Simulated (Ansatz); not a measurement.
# Mo2CO2 MXene monolayer in a perpendicular field, part 2 of 2

Aim: how the Mo2CO2 MXene monolayer screens a field along its normal, and what the field does to its bands. A positive field points along +c.

Ansatz 0.2.0; plane-wave DFT, PBE-D3(BJ), Ansatz PAW (set soft_1); PAW set soft_1.

So far. Step 2 (Relaxation): The lattice constant a goes from 3.025 to 3.075 Å.

### Step 3. Atoms held, field 0

A sawtooth potential applies the field, turning back in the middle of the vacuum. With the dipole correction the typed value is the field outside the slab. The induced dipole is small, so the SCF threshold is tight.

The cell differs from the one that the last finished run ended in (c 40.019 → 22.483 Å).

The input, input.yaml:

```yaml
crystal:
  lattice:
    - [3.0745543867, 0.0, 0.0]
    - [-1.5372771933, 2.6626422042, 0.0]
    - [0.0, 0.0, 22.4831007007]
  atoms:
    - { symbol: O, position: [0.3333333333, 0.6666666667, 0.4003006578] }
    - { symbol: Mo, position: [0.6666666667, 0.3333333333, 0.4502952556] }
    - { symbol: C, position: [0.0, 0.0, 0.5] }
    - { symbol: Mo, position: [0.3333333333, 0.6666666667, 0.5497047444] }
    - { symbol: O, position: [0.6666666667, 0.3333333333, 0.5996993422] }
kpoints:
  mp_grid: { grid: [18, 18, 1] }
  band_path:
    path: [[0, 0, 0], [0.5, 0, 0], [0.33333333, 0.33333333, 0], [0, 0, 0]]
    npoints: 16
hamiltonian:
  xc: pbe
  dispersion: d3bj
  pseudopotentials: { kind: paw, azcp: { folder: soft_1 } }
scf:
  occupations: { method: fermi_dirac, width: 0.02585 }
  convergence: { dr2_threshold: 1.0e-10 }
efield:
  axis: 3
  dipole_correction: true
  ramp_position: 0.97
  ramp_width: 0.06
  amplitude: 0
output:
  dos: { projected: true, e_range: [-6, 5] }
  write_potential: true
  write_density: true
  volumetric_format: npy
  elf: true
```

Run with:

```
$ ansatz run input.yaml --threads 2 --pin off --max-ram 3072MiB --backend cpu --events-out ev --progress --plain --runs-dir out
```

Numbers of over 12 decimals in the logs are rounded to 6 here.

What it wrote:

```text
[...]
Crystal: 5 atoms, lattice volume = 184.057 Å³
Basis set: ecut = 420 eV, 3591 PW (Γ)
Bands: 27, of which v1, the nominal top of the filled ones, is band 22 counted from 1 (21 counted from 0)
Symmetry: 6 space group operations
k-points: 37 of 324 (time reversal used)
[...]
SCF iter   1: F=—  HF=-11308.503690 eV  |F-HF|=—  |Δ(HF+E_count)|=         —  Δρ=1.29e-1  dr2=3.88e1  ethr=3.10e-3  p=0.000 e·Å  D=6.94e-14 V/Å  ΔV_dip=-0.00 eV  dr2_dipole=2.05e-10  V_vac-E_F(+/−)=5.75/5.75 eV  ⟨swp⟩=10.4  Hψ=6068  notcnv=0
efield: sawtooth ramp at fractional position 0.9700 (set: `efield.ramp_position`, or a place that a band, a saddle search or an elastic batch's reference lends), width 0.0600; the density the first Hamiltonian is built on has a dipole p = 0.000 e·Å; the dipole correction subtracts the counter field D = 6.94e-14 V/Å, which shifts the + side's vacuum level by -0.00 eV against the − side's; the planar-averaged density in the ramp window peaks in size at 1.1e-6 e/Å³
[...]
SCF iter   2: F=—  HF=-11309.873804 eV  |F-HF|=—  |Δ(HF+E_count)|=    1.37e0  Δρ=2.13e-1  dr2=1.05e2  ethr=3.10e-3  p=0.000 e·Å  D=2.71e-4 V/Å  ΔV_dip=-0.01 eV  dr2_dipole=9.00e-5  V_vac-E_F(+/−)=6.53/6.54 eV  ⟨swp⟩=5.6  Hψ=3695  notcnv=0  defer=18  recentre
[...]
SCF iter  13: F=-11298.691760 eV  HF=-11298.691760 eV  |F-HF|=8.73e-11  |Δ(HF+E_count)|=  2.80e-10  Δρ=7.79e-8  dr2=5.83e-12  ethr=1.00e-12  p=-0.000 e·Å  D=-6.79e-9 V/Å  ΔV_dip=0.00 eV  dr2_dipole=2.35e-14  V_vac-E_F(+/−)=6.32/6.32 eV  ⟨swp⟩=5.3  Hψ=3236  notcnv=0
SCF 1 converged in 13 iterations: F = -11298.691760 eV  dr2 = 5.83e-12
[...]
NSCF: frozen V_eff on 49 k-points
efield: sawtooth ramp at fractional position 0.9700 (kept from the solve that this one continues, or follows in the run), width 0.0600; the density the first Hamiltonian is built on has a dipole p = -0.000 e·Å; the dipole correction subtracts the counter field D = -6.79e-9 V/Å, which shifts the + side's vacuum level by +0.00 eV against the − side's; the planar-averaged density in the ramp window peaks in size at 1.6e-6 e/Å³
[...]
SCF converged after 13 iterations
Free energy (F): -11298.691760 eV
[...]
Internal energy: -11298.688430 eV  (E = F + TS)
E sigma→0 (E₀):  -11298.690095 eV
Entropy (-TS):   -0.003330 eV (-0.666 meV/atom)
Fermi energy:    0.130071 eV
Dipole field:    D = -0.000000 V/Å  (p = -0.000000 e·Å, saw-weighted, corrected)
Work function:   Φ+ = 6.3211 eV   Φ− = 6.3211 eV
Levels:          The Fermi level and band energies are counted from a zero that moves with the ramp; work functions are not
[...]
--- Band table (eV; the first three rows and the last of 37) ---
  k-point 0: bands = [... 18 lower, -2.2074, -2.2074, -2.1399, -2.1399, -0.4866, 0.4187, 0.4187, 2.0161, ... 1 higher]
  k-point 1: bands = [... 18 lower, -2.6750, -2.2267, -1.7844, -1.6723, -0.4766, 0.4593, 0.4907, 2.0207, ... 1 higher]
  k-point 2: bands = [... 18 lower, -3.1138, -2.1661, -1.6837, -1.2395, -0.3221, 0.6056, 0.6365, 1.9581, ... 1 higher]
  k-point 36: bands = [... 18 lower, -3.9074, -3.9074, -0.4682, -0.3256, -0.3256, 1.6222, 1.6222, 2.2425, ... 1 higher]
```

Elapsed: 10 s, on 2 threads of Intel Xeon Platinum 8559C (Emerald Rapids), shared host; peak memory 0.72 GiB.

This step gave:

| Quantity | Value |
| --- | --- |
| energy at zero smearing | -11298.6901 eV |
| work function, upper face | 6.321 eV |
| dipole along the normal | -2.26e-7 e·Å |

Running mean over a fixed 2.7 Å (it still follows the layers) of the planar mean; the ramp of the sawtooth is left out. Table of electron's electrostatic potential energy less the Fermi level by z:

z (Å), electron's electrostatic potential energy less the Fermi level (eV) and a bar from the least value:
```
      3.0        6.3 ##############################
      3.5        6.3 ##############################
      4.0        6.3 ##############################
      4.5        6.3 ##############################
      5.0        6.3 ##############################
      5.5        6.3 ##############################
      6.0        6.3 ##############################
      6.5        6.3 ##############################
      7.0        6.1 ##############################
      7.5        4.8 ############################
      8.0        2.3 #########################
      8.5       -1.5 ###################
      9.0       -6.5 #############
      9.5      -10.5 #######
     10.0      -13.2 ####
     10.5      -14.6 ##
     11.0      -15.9 
     11.5      -15.8 
     12.0      -14.5 ##
     12.5      -13.1 ####
     13.0      -10.4 #######
     13.5       -6.3 #############
     14.0       -1.4 ####################
     14.5        2.4 #########################
     15.0        4.9 ############################
     15.5        6.1 ##############################
     16.0        6.3 ##############################
     16.5        6.3 ##############################
     17.0        6.3 ##############################
     17.5        6.3 ##############################
     18.0        6.3 ##############################
     18.5        6.3 ##############################
     19.0        6.3 ##############################
     19.5        6.3 ##############################
```

The density of states has structure finer than the step of the table below, so its rows give means over 0.2 eV, whole bins alone (the curve runs from -6 to 1.61 eV). Peaks (eV: height): -5.92: 12.5, -4.81: 9.52, -4.70: 7.29, -4.35: 10.2, -1.78: 7.18, 1.33: 16.9, 1.44: 12.5.

Density of states against energy, zero at the Fermi level; means over each step:

energy (eV), density of states (states/eV a cell) and a bar:
```
     -5.8        4.9 ##############
     -5.6        3.8 ##########
     -5.4        3.2 ########
     -5.2        3.2 ########
     -5.0        2.8 #######
     -4.8        5.5 ################
     -4.6        4.4 ############
     -4.4        5.8 #################
     -4.2        3.7 ##########
     -4.0        2.6 ######
     -3.8        4.2 ############
     -3.6        2.5 ######
     -3.4        2.1 #####
     -3.2        1.9 ####
     -3.0        2.9 #######
     -2.8        2.0 ####
     -2.6        0.7 
     -2.4        0.9 #
     -2.2        1.5 ###
     -2.0        1.8 ####
     -1.8        3.7 ##########
     -1.6        1.5 ###
     -1.4        1.3 ##
     -1.2        1.2 ##
     -1.0        1.2 ##
     -0.8        1.3 ##
     -0.6        1.6 ###
     -0.4        2.6 ######
     -0.2        2.0 ####
      0.0        2.0 ####
      0.2        2.4 ######
      0.4        3.9 ###########
      0.6        5.0 ##############
      0.8        1.7 ###
      1.0        1.3 ##
      1.2        2.8 #######
      1.4        9.9 ##############################
```

Projected DOS per atom over height of the atomic layer and energy from the Fermi level. Layers: O Mo C Mo O from below.

Values in states/eV, 22 rows by 5 columns, each cell a mean:
```
0.37 2.86 0.37 2.86 0.37
0.09 0.87 0.17 0.87 0.09
0.11 0.97 0.10 0.97 0.11
0.19 1.86 0.19 1.86 0.19
0.11 0.88 0.13 0.88 0.11
0.18 0.75 0.17 0.75 0.18
0.24 0.58 0.15 0.58 0.24
0.19 0.37 0.09 0.37 0.19
0.20 0.35 0.10 0.35 0.20
0.40 0.60 0.13 0.60 0.40
0.50 0.49 0.10 0.49 0.50
0.39 0.13 0.16 0.13 0.39
0.41 0.10 0.23 0.10 0.41
0.88 0.21 0.44 0.21 0.88
0.70 0.21 0.35 0.21 0.70
1.06 0.42 0.45 0.42 1.06
0.99 0.46 0.26 0.46 0.99
1.78 0.64 0.26 0.64 1.78
1.52 0.65 0.16 0.65 1.52
0.89 0.59 0.25 0.59 0.89
0.65 0.72 0.75 0.72 0.65
1.10 1.34 0.78 1.34 1.10
```
Columns: height of the atomic layer (Å) from 9 to 13.5; rows upwards: energy from the Fermi level (eV) from -5.96 to 1.6.

The electronic bands at the labelled points (eV, zero at the Fermi level):

```csv
point,band 19,band 20,band 21,band 22,band 23,band 24,band 25,band 26
Γ,-2.34,-2.34,-2.27,-2.27,-0.62,0.29,0.29,1.89
halfway,-3.71,-2.87,-2.00,-0.67,0.42,0.75,1.27,1.80
M,-3.14,-2.79,-2.27,0.31,0.33,1.23,1.35,1.83
halfway,-4.01,-3.15,-1.52,0.08,0.09,1.34,1.44,1.98
K,-4.04,-4.04,-0.60,-0.46,-0.46,1.49,1.49,2.11
halfway,-3.81,-3.04,-1.60,-0.86,0.65,1.06,1.35,1.74
Γ,-2.34,-2.34,-2.27,-2.27,-0.62,0.29,0.29,1.89
```

ELF in the ca plane at fractional y = 0.333, with atoms of Mo and O within 0.2 Å of it. It is the smooth field of the valence electrons, not physical close to the nuclei.

Ten even steps from '0' (0.00) to '9' (0.83), each cell a mean:
```
00000000000000000002223664343214898631000000
00000000000000000000137887322138889962000000
00000000000000000000148658421148659973100000
00000000000000000000127887322137999962000000
00000000000000000012323553343213788631000000
00000000000000000135653124663332222100000000
00000000000000000136764236763343100000000000
00000000000000000125652123663221233100000000
```
Columns run along c (16.0 Å, from fractional 0.07 to 0.78 of the cell), rows up along a (3.1 Å). Atoms in or near the plane, at fractional coordinates: Mo at (0.45, 0.67), O at (0.60, 0.67).

Electrostatic potential energy in the ca plane at fractional y = 0.333, with atoms of Mo and O within 0.2 Å of it. With pseudopotentials it is smooth inside the atoms' cores, unlike the true potential.

Values in eV, 5 rows by 16 columns, each cell a mean:
```
  6   6   6   6   6   6  -4 -39 -17  -3 -10  -7   6   6   6   6
  6   6   6   6   6   5 -11 -49 -29   0 -23 -25   6   6   6   6
  6   6   6   6   6   6  -4 -39 -18  -3 -11  -7   6   6   6   6
  6   6   6   6   6   6   1  -6  -4 -13 -10   4   6   6   6   6
  6   6   6   6   6   6   1  -5  -4 -13  -9   4   6   6   6   6
```
Columns run along c (16.0 Å, from fractional 0.12 to 0.83 of the cell; values clipped at the 3rd and 97th percentile), rows up along a (3.1 Å). Atoms in or near the plane, at fractional coordinates: Mo at (0.45, 0.67), O at (0.60, 0.67).

Valence density in the ca plane at fractional y = 0.333, with atoms of Mo and O within 0.2 Å of it. It is the smooth field of the valence electrons, not physical close to the nuclei.

Values in e/Å³, 5 rows by 16 columns, each cell a mean:
```
0.0 0.0 0.0 0.0 0.0 0.0 0.3 2.8 1.0 0.3 1.1 1.1 0.0 0.0 0.0 0.0
0.0 0.0 0.0 0.0 0.0 0.0 0.5 6.0 2.1 0.2 2.8 3.6 0.1 0.0 0.0 0.0
0.0 0.0 0.0 0.0 0.0 0.0 0.3 2.9 1.1 0.3 1.1 1.2 0.0 0.0 0.0 0.0
0.0 0.0 0.0 0.0 0.0 0.1 0.4 0.4 0.5 0.7 0.5 0.1 0.0 0.0 0.0 0.0
0.0 0.0 0.0 0.0 0.0 0.1 0.4 0.4 0.5 0.7 0.5 0.1 0.0 0.0 0.0 0.0
```
Columns run along c (16.0 Å, from fractional 0.12 to 0.83 of the cell), rows up along a (3.1 Å). Atoms in or near the plane, at fractional coordinates: Mo at (0.45, 0.67), O at (0.60, 0.67).

The work function of the upper face is 6.32 eV.

### Step 4. Atoms held, field 0.1 V/Å

input.yaml: that of step 3 with these lines changed.

```diff
@@ -26,7 +26,6 @@
   dipole_correction: true
-  ramp_position: 0.97
-  ramp_width: 0.06
-  amplitude: 0
+  ramp_position: 0.9333
+  ramp_width: 0.1334
+  amplitude: 0.1
 output:
-  dos: { projected: true, e_range: [-6, 5] }
   write_potential: true
@@ -34,2 +33 @@
   volumetric_format: npy
-  elf: true
```

What it wrote:

```text
[...]
Crystal: 5 atoms, lattice volume = 184.057 Å³
Basis set: ecut = 420 eV, 3591 PW (Γ)
Bands: 27, of which v1, the nominal top of the filled ones, is band 22 counted from 1 (21 counted from 0)
Symmetry: 6 space group operations
k-points: 37 of 324 (time reversal used)
[...]
k-point 0: bands = [... 18 lower, -2.2076, -2.2076, -2.1400, -2.1400, -0.4868, 0.4185, 0.4185, 2.0159, ... 1 higher]
  k-point 1: bands = [... 18 lower, -2.6752, -2.2270, -1.7846, -1.6726, -0.4768, 0.4591, 0.4904, 2.0205, ... 1 higher]
  k-point 2: bands = [... 18 lower, -3.1140, -2.1663, -1.6839, -1.2397, -0.3223, 0.6054, 0.6363, 1.9578, ... 1 higher]
  k-point 36: bands = [... 18 lower, -3.9133, -3.9015, -0.4684, -0.3260, -0.3256, 1.6199, 1.6242, 2.2422, ... 1 higher]
[key lines of the parts left out:]
SCF converged after 13 iterations
Free energy (F): -11298.693002 eV
Fermi energy:    0.129852 eV
Dipole field:    D = 0.024423 V/Å  (p = 0.024842 e·Å, saw-weighted, corrected)
```

Wall time 10 s (2 threads); peak memory 0.62 GiB; 20 s of CPU time.

The dipole is 0.0248 e·Å.

### Step 5. Single point, field -0.1 V/Å

input.yaml: that of step 4 with these lines changed.

```diff
@@ -28,3 +28,3 @@
   ramp_width: 0.1334
-  amplitude: 0.1
+  amplitude: -0.1
 output:
```

What it wrote:

```text
[...]
Crystal: 5 atoms, lattice volume = 184.057 Å³
Basis set: ecut = 420 eV, 3591 PW (Γ)
Bands: 27, of which v1, the nominal top of the filled ones, is band 22 counted from 1 (21 counted from 0)
Symmetry: 6 space group operations
k-points: 37 of 324 (time reversal used)
[...]
k-point 0: bands = [... 18 lower, -2.2076, -2.2076, -2.1400, -2.1400, -0.4868, 0.4185, 0.4185, 2.0159, ... 1 higher]
  k-point 1: bands = [... 18 lower, -2.6752, -2.2270, -1.7846, -1.6726, -0.4768, 0.4591, 0.4904, 2.0205, ... 1 higher]
  k-point 2: bands = [... 18 lower, -3.1140, -2.1663, -1.6839, -1.2397, -0.3223, 0.6054, 0.6363, 1.9578, ... 1 higher]
  k-point 36: bands = [... 18 lower, -3.9133, -3.9015, -0.4684, -0.3260, -0.3256, 1.6199, 1.6242, 2.2422, ... 1 higher]
[key lines of the parts left out:]
SCF converged after 13 iterations
Free energy (F): -11298.693002 eV
Fermi energy:    0.129852 eV
Dipole field:    D = -0.024423 V/Å  (p = -0.024842 e·Å, saw-weighted, corrected)
```

Run time: 10 s. Hardware: 2 threads; peak memory 0.61 GiB; 20 s of CPU time.

The dipole is -0.0248 e·Å.

### Step 6. Response, atoms held

This step: plane-wave DFT, PBE-D3(BJ), Ansatz PAW (set soft_1); response to a field along the normal, atoms held; PAW set soft_1 (Ansatz 0.2.0).

The dipoles give the slope, and the difference of two potentials shows where the field is screened.

Numbers from this step:

* equivalent conductor thickness p/(ε₀AE): 5.491 Å
* distance between the outer atoms: 4.483 Å

Dipole of the cell against applied field:

```csv
applied field (V/Å),dipole of the cell (e·Å)
-0.1000,-0.0248
0.0000,-2.3e-7
0.1000,0.0248
```

Local field over the applied field, running mean. From the potentials at -0.1 and 0.1 V/Å; running mean over 2.5 Å. Table of local field over applied field by z:

```csv
z (Å),local field over applied field
4.5,1.000
5.0,0.999
5.5,0.998
6.0,0.993
6.5,0.977
7.0,0.928
7.5,0.822
8.0,0.670
8.5,0.493
9.0,0.320
9.5,0.172
10.0,0.0769
10.5,0.0289
11.0,0.0149
11.5,0.0151
12.0,0.0299
12.5,0.0791
13.0,0.176
13.5,0.325
14.0,0.499
14.5,0.676
15.0,0.827
15.5,0.931
16.0,0.978
16.5,0.993
17.0,0.998
17.5,1.000
18.0,1.000
```

Electrons, planar mean, per unit field. The induced electron density by z:

z (Å), induced electron density (e/Å³ per V/Å) and a bar from the least value:
```
      4.5    0.00000 ###############
      5.0    0.00000 ###############
      5.5    0.00001 ###############
      6.0    0.00003 ###############
      6.5    0.00009 ###############
      7.0    0.00032 ################
      7.5    0.00100 ###################
      8.0    0.00262 ##########################
      8.5    0.00357 ##############################
      9.0    0.00180 #######################
      9.5    0.00083 ###################
     10.0    0.00045 #################
     10.5    0.00013 ################
     11.0    0.00033 ################
     11.5   -0.00035 ##############
     12.0   -0.00014 ###############
     12.5   -0.00042 #############
     13.0   -0.00093 ###########
     13.5   -0.00179 ########
     14.0   -0.00362 
     14.5   -0.00255 ####
     15.0   -0.00096 ###########
     15.5   -0.00030 ##############
     16.0   -0.00009 ###############
     16.5   -0.00002 ###############
     17.0   -0.00001 ###############
     17.5    0.00000 ###############
     18.0    0.00000 ###############
```

By hand: between -0.1 and 0.1 V/Å the dipole changes by 0.04968 e·Å, a slope of 0.2484 e·Å²/V. A perfect conductor of thickness t has p = ε₀AEt, so t = 180.95 × 0.2484 / 8.186 = 5.49 Å (e/ε₀ = 180.95 V·Å, A in Å²).

The induced dipole is that of a conductor 5.49 Å thick.

### Step 7. What came out

```yaml
gap_without_field: none
work_function_upper_face: 6.32 eV
equivalent_conductor_thickness_atoms_held: 5.49 Å
```

The induced dipole equals that of a perfect conductor 5.49 Å thick, while the outer atoms lie 4.48 Å apart. There is no gap over 0.03 eV, with or without the field. The main runs have no spin polarisation; a magnetic state could lie lower and would change these results. Spin-orbit coupling is left out, which matters for the bands of elements this heavy. The MXene's terminations sit over the metal atoms of its far layer; the site over carbon or nitrogen, which some compounds prefer, was not run.

[Logs are printed without paths, hosts, clocks, repeated set-up lines and the standing remarks that a program may print on its own settings, such as how far it seeks lower states.]

[Hosts, paths, dates, database ids (printed as entryN), source tags and the programs' standing remarks are cut or masked in the printed files.]

[Maps of the electrostatic potential energy from Ansatz leave out the sawtooth potential of an applied field or a dipole correction, so their vacuum need not be flat; planar profiles and work functions include it.]
